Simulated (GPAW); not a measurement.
# W2CO2 MXene monolayer in an electric field, part 2 of 2

Wanted: the out-of-plane polarisability of W2CO2 MXene monolayer.

GPAW 26.7.0; GPAW, PAW setups; layer in a repeated cell with vacuum, relaxation of atoms and in-plane cell (the session's first sound run).

So far, dipole along the normal (e·Å): step 2 (relaxing the atoms) -5.9e-5; step 3 (the slab's potential) 4.1e-4; step 4 (field on) -0.0502.

**5. In a field**

Level of this step: GPAW, PAW setups; slab in vacuum (GPAW).

Contents of run.py:

```python
import json
import numpy as np
from ase import Atoms
from gpaw import GPAW, PW
from gpaw.external import ConstantElectricField

slab = Atoms(
    ['O', 'W', 'C', 'W', 'O'],
    positions=[
        [0.00000, 1.78692, 7.00000],
        [1.54751, 0.89346, 8.14105],
        [0.00000, 0.00000, 9.25097],
        [0.00000, 1.78692, 10.36087],
        [1.54751, 0.89346, 11.50192]],
    cell=[[3.09503, 0.0, 0.0], [-1.54751, 2.68037, 0.0], [0.0, 0.0, 18.5019]],
    pbc=[True, True, False])

slab.calc = GPAW(mode=PW(500), xc='PBE', kpts={'size': (12, 12, 1), 'gamma': True},
                 occupations={'name': 'fermi-dirac', 'width': 0.05}, nbands='160%',
                 convergence={'density': 1e-05}, maxiter=200,
                 poissonsolver={'dipolelayer': 'xy'},
                 external=ConstantElectricField(-0.1, [0, 0, 1]),
                 symmetry={'tolerance': 1e-3}, txt='slab.txt')
result = {}
energy = slab.get_potential_energy()
fermi = slab.calc.get_fermi_level()
v = slab.calc.get_electrostatic_potential().mean((0, 1)) - fermi
n = slab.calc.get_pseudo_density().mean((0, 1))
L = slab.cell[2, 2]
z = np.arange(len(v)) * L / len(v)
low, high = slab.positions[:, 2].min(), slab.positions[:, 2].max()
below, above = np.interp([low - 4.8, high + 4.8], z, v)
slopes = [np.interp(x, z, np.gradient(v, z)) for x in (low - 4.8, high + 4.8)]
eps = np.array([[slab.calc.get_eigenvalues(k, s) for k in range(len(slab.calc.get_ibz_k_points()))]
                for s in range(slab.calc.get_number_of_spins())]) - fermi
top, bottom = eps[eps < 0].max(), eps[eps > 0].min()
dipole = slab.get_dipole_moment()[2]
print(f'energy {energy:.4f} eV, Fermi level {fermi:.4f} eV, dipole {dipole:.5f} e A')
print(f'potential 4.8 A off the faces, from the Fermi level: lower {below:.4f} eV, upper {above:.4f} eV')
print(f'slope of the potential there: lower {slopes[0]:.5f}, upper {slopes[1]:.5f} eV/A')
print(f'nearest levels on the mesh: {top:.4f} and {bottom:.4f} eV')
print('magnetic moment', round(slab.get_magnetic_moment(), 3))
result.update(energy=energy, fermi=fermi, dipole=dipole, below=below, above=above, slopes=slopes, edges=[top, bottom],
              z=z.tolist(), v=v.tolist(), n=n.tolist(), positions=slab.positions.tolist(),
              forces=slab.get_forces(apply_constraint=False).tolist(), moments=slab.get_magnetic_moments().tolist())
json.dump(result, open('result.json', 'w'))
```

Started as:

```bash
> OMP_NUM_THREADS=1 OPENBLAS_NUM_THREADS=1 python run.py
```

Output:

```text
energy -46.2794 eV, Fermi level 0.4793 eV, dipole -0.02509 e A
potential 4.8 A off the faces, from the Fermi level: lower 5.5273 eV, upper 6.0745 eV
slope of the potential there: lower 0.00003, upper -0.00002 eV/A
nearest levels on the mesh: -0.2229 and 0.0332 eV
magnetic moment 0.0
```

Elapsed: 3.3 min, on 1 thread of Arm Neoverse V1, shared host; peak memory 0.47 GiB.

Numbers from this step:

```yaml
dipole_along_the_normal: -0.02509 e·Å
levels_nearest_the_fermi_level_on_the_mesh: -0.2229, 0.03317 eV from the Fermi level
potential_below_the_slab_the_applied_field_s_own_ramp_left_out: 5.527 eV from the Fermi level
potential_above_the_slab_the_applied_field_s_own_ramp_left_out: 6.075 eV from the Fermi level
```

The electrostatic potential energy of an electron (without an applied field's), less the Fermi level, planar mean by z:

z (Å), electrostatic potential energy of an electron (without an applied field's), less the Fermi level, planar mean (eV) and a bar from the least value:
```
      0.0        5.8 ##############################
      0.5        5.5 #############################
      1.0        5.5 #############################
      1.5        5.5 #############################
      2.0        5.5 #############################
      2.5        5.5 #############################
      3.0        5.5 #############################
      3.5        5.5 #############################
      4.0        5.5 #############################
      4.5        5.5 #############################
      5.0        5.5 #############################
      5.5        5.4 #############################
      6.0        4.9 #############################
      6.5        1.2 #########################
      7.0      -11.6 #############
      7.5      -12.0 #############
      8.0      -25.6 
      8.5      -20.3 #####
      9.0      -13.5 ###########
      9.5      -13.4 ############
     10.0      -20.1 #####
     10.5      -25.3 
     11.0      -11.7 #############
     11.5      -11.2 ##############
     12.0        1.7 ##########################
     12.5        5.4 #############################
     13.0        6.0 ##############################
     13.5        6.1 ##############################
     14.0        6.1 ##############################
     14.5        6.1 ##############################
     15.0        6.1 ##############################
     15.5        6.1 ##############################
     16.0        6.1 ##############################
     16.5        6.1 ##############################
     17.0        6.1 ##############################
     17.5        6.1 ##############################
     18.0        6.1 ##############################
```

Force by atom:

```
atom  x (eV/Å)  y (eV/Å)  z (eV/Å)   size
  O1    -0.002     0.001    -0.044  0.044
  W2     0.000     0.000    -0.005  0.005
  C3     0.000     0.000     0.007  0.007
  W4     0.000     0.000    -0.061  0.061
  O5     0.002    -0.001     0.105  0.105
```

The dipole is now -0.0251 e Å, against 4.1e-4 in the run without a field.

**6. Field on**

Changes to run.py since step 5:

```diff
@@ -21,3 +21,3 @@
                  poissonsolver={'dipolelayer': 'xy'},
-                 external=ConstantElectricField(-0.1, [0, 0, 1]),
+                 external=ConstantElectricField(-0.05, [0, 0, 1]),
                  symmetry={'tolerance': 1e-3}, txt='slab.txt')
```

Output:

```text
energy -46.2785 eV, Fermi level 0.4795 eV, dipole -0.01254 e A
potential 4.8 A off the faces, from the Fermi level: lower 5.6639 eV, upper 5.9375 eV
slope of the potential there: lower 0.00002, upper -0.00002 eV/A
nearest levels on the mesh: -0.2230 and 0.0332 eV
magnetic moment 0.0
```

The job ended after 3.3 min (1 thread; peak memory 0.47 GiB).

**7. In a field**

Changes to run.py since step 6:

```diff
@@ -21,3 +21,3 @@
                  poissonsolver={'dipolelayer': 'xy'},
-                 external=ConstantElectricField(-0.05, [0, 0, 1]),
+                 external=ConstantElectricField(0.05, [0, 0, 1]),
                  symmetry={'tolerance': 1e-3}, txt='slab.txt')
```

Output:

```text
energy -46.2785 eV, Fermi level 0.4795 eV, dipole 0.01254 e A
potential 4.8 A off the faces, from the Fermi level: lower 5.9375 eV, upper 5.6639 eV
slope of the potential there: lower 0.00002, upper -0.00002 eV/A
nearest levels on the mesh: -0.2230 and 0.0332 eV
magnetic moment 0.0
```

The job ended after 3.4 min (1 thread; peak memory 0.47 GiB).

**8. Field on**

Changes to run.py since step 7:

```diff
@@ -21,3 +21,3 @@
                  poissonsolver={'dipolelayer': 'xy'},
-                 external=ConstantElectricField(0.05, [0, 0, 1]),
+                 external=ConstantElectricField(0.1, [0, 0, 1]),
                  symmetry={'tolerance': 1e-3}, txt='slab.txt')
```

Output:

```text
energy -46.2794 eV, Fermi level 0.4793 eV, dipole 0.02509 e A
potential 4.8 A off the faces, from the Fermi level: lower 6.0745 eV, upper 5.5273 eV
slope of the potential there: lower 0.00002, upper -0.00003 eV/A
nearest levels on the mesh: -0.2229 and 0.0332 eV
magnetic moment 0.0
```

Elapsed: 3.3 min, on 1 thread; peak memory 0.47 GiB.

The dipole is now 0.0251 e Å, against 4.1e-4 in the run without a field.

**9. Field on**

Changes to run.py since step 8:

```diff
@@ -21,3 +21,3 @@
                  poissonsolver={'dipolelayer': 'xy'},
-                 external=ConstantElectricField(0.1, [0, 0, 1]),
+                 external=ConstantElectricField(0.2, [0, 0, 1]),
                  symmetry={'tolerance': 1e-3}, txt='slab.txt')
```

Output:

```text
energy -46.2832 eV, Fermi level 0.4787 eV, dipole 0.05017 e A
potential 4.8 A off the faces, from the Fermi level: lower 6.3491 eV, upper 5.2547 eV
slope of the potential there: lower 0.00002, upper -0.00003 eV/A
nearest levels on the mesh: -0.2229 and 0.0332 eV
magnetic moment 0.0
```

Run time: 3.3 min. Hardware: 1 thread; peak memory 0.47 GiB.

The electrostatic potential energy of an electron (without an applied field's), less the Fermi level, planar mean by z:

```
z (Å)  electrostatic potential energy of an electron (without an applied field's), less the Fermi level, planar mean (eV)
    0                                                                                                                5.80
    1                                                                                                                6.35
    2                                                                                                                6.35
    3                                                                                                                6.35
    4                                                                                                                6.35
    5                                                                                                                6.33
    6                                                                                                                5.67
    7                                                                                                               -11.0
    8                                                                                                               -25.2
    9                                                                                                               -13.4
   10                                                                                                               -20.4
   11                                                                                                               -12.2
   12                                                                                                               0.945
   13                                                                                                                5.15
   14                                                                                                                5.25
   15                                                                                                                5.25
   16                                                                                                                5.25
   17                                                                                                                5.26
   18                                                                                                                5.26
```

The dipole is now 0.0502 e Å, against 4.1e-4 in the run without a field.

**10. In a field**

Changes to run.py since step 9:

```diff
@@ -21,3 +21,3 @@
                  poissonsolver={'dipolelayer': 'xy'},
-                 external=ConstantElectricField(0.2, [0, 0, 1]),
+                 external=ConstantElectricField(0.3, [0, 0, 1]),
                  symmetry={'tolerance': 1e-3}, txt='slab.txt')
```

Output:

```text
energy -46.2895 eV, Fermi level 0.4776 eV, dipole 0.07527 e A
potential 4.8 A off the faces, from the Fermi level: lower 6.6245 eV, upper 4.9827 eV
slope of the potential there: lower 0.00001, upper -0.00003 eV/A
nearest levels on the mesh: -0.2229 and 0.0332 eV
magnetic moment 0.0
```

Run time: 3.3 min. Hardware: 1 thread; peak memory 0.47 GiB.

The electrostatic potential energy of an electron (without an applied field's), less the Fermi level, planar mean by z:

z (Å), electrostatic potential energy of an electron (without an applied field's), less the Fermi level, planar mean (eV) and a bar from the least value:
```
      0.0        5.8 #############################
      0.5        6.6 ##############################
      1.0        6.6 ##############################
      1.5        6.6 ##############################
      2.0        6.6 ##############################
      2.5        6.6 ##############################
      3.0        6.6 ##############################
      3.5        6.6 ##############################
      4.0        6.6 ##############################
      4.5        6.6 ##############################
      5.0        6.6 ##############################
      5.5        6.5 ##############################
      6.0        5.9 #############################
      6.5        2.2 ##########################
      7.0      -10.8 ##############
      7.5      -11.3 #############
      8.0      -25.1 #
      8.5      -20.0 #####
      9.0      -13.4 ############
      9.5      -13.5 ###########
     10.0      -20.4 #####
     10.5      -25.8 
     11.0      -12.4 ############
     11.5      -12.1 #############
     12.0        0.7 #########################
     12.5        4.3 ############################
     13.0        4.9 ############################
     13.5        5.0 ############################
     14.0        5.0 ############################
     14.5        5.0 ############################
     15.0        5.0 ############################
     15.5        5.0 ############################
     16.0        5.0 ############################
     16.5        5.0 ############################
     17.0        5.0 ############################
     17.5        5.0 ############################
     18.0        5.0 ############################
```

The dipole is now 0.0753 e Å, against 4.1e-4 in the run without a field.

**11. The series**

The members are put on one axis.

This step: induced dipole against applied field (GPAW 26.7.0).

The dipole along the normal by field:

```
field (V/Å)  dipole along the normal (e·Å)
     -0.200                        -0.0502
     -0.100                        -0.0251
     -0.050                        -0.0125
      0.000                         4.1e-4
      0.050                         0.0125
      0.100                         0.0251
      0.200                         0.0502
      0.300                         0.0753
```

**12. What came out**

| Quantity | Value |
| --- | --- |
| work function, upper and lower face | 5.797 and 5.804 eV |
| dipole along the normal | 4.1e-4 e Å |
| induced dipole per field | 0.251 e Å per V/Å |
| out-of-plane polarisability per area, α/(ε0 A) | 5.47 Å |

**Reading.** The field induces 0.251 e Å per V/Å, a polarisable thickness α/(ε0 A) of 5.47 Å beside 4.50 Å between the outermost nuclei. A perfect conductor would give the distance between its two image planes; a dielectric of thickness t gives t(1 - 1/ε). The induced dipole is linear in the field over this range. The small printed dipole stands for a step of -9.0 meV from the lower to the upper face, and the probes find -7.4 meV; values this small are near the numerical noise of both. The layer's cell and atoms come from the relaxation; spin-orbit coupling and temperature are left out.

[Logs are printed without paths, hosts, clocks, repeated set-up lines and the standing remarks that a program may print on its own settings, such as how far it seeks lower states.]

[Hosts, paths, dates, database ids (printed as entryN), source tags and the programs' standing remarks are cut or masked in the printed files.]
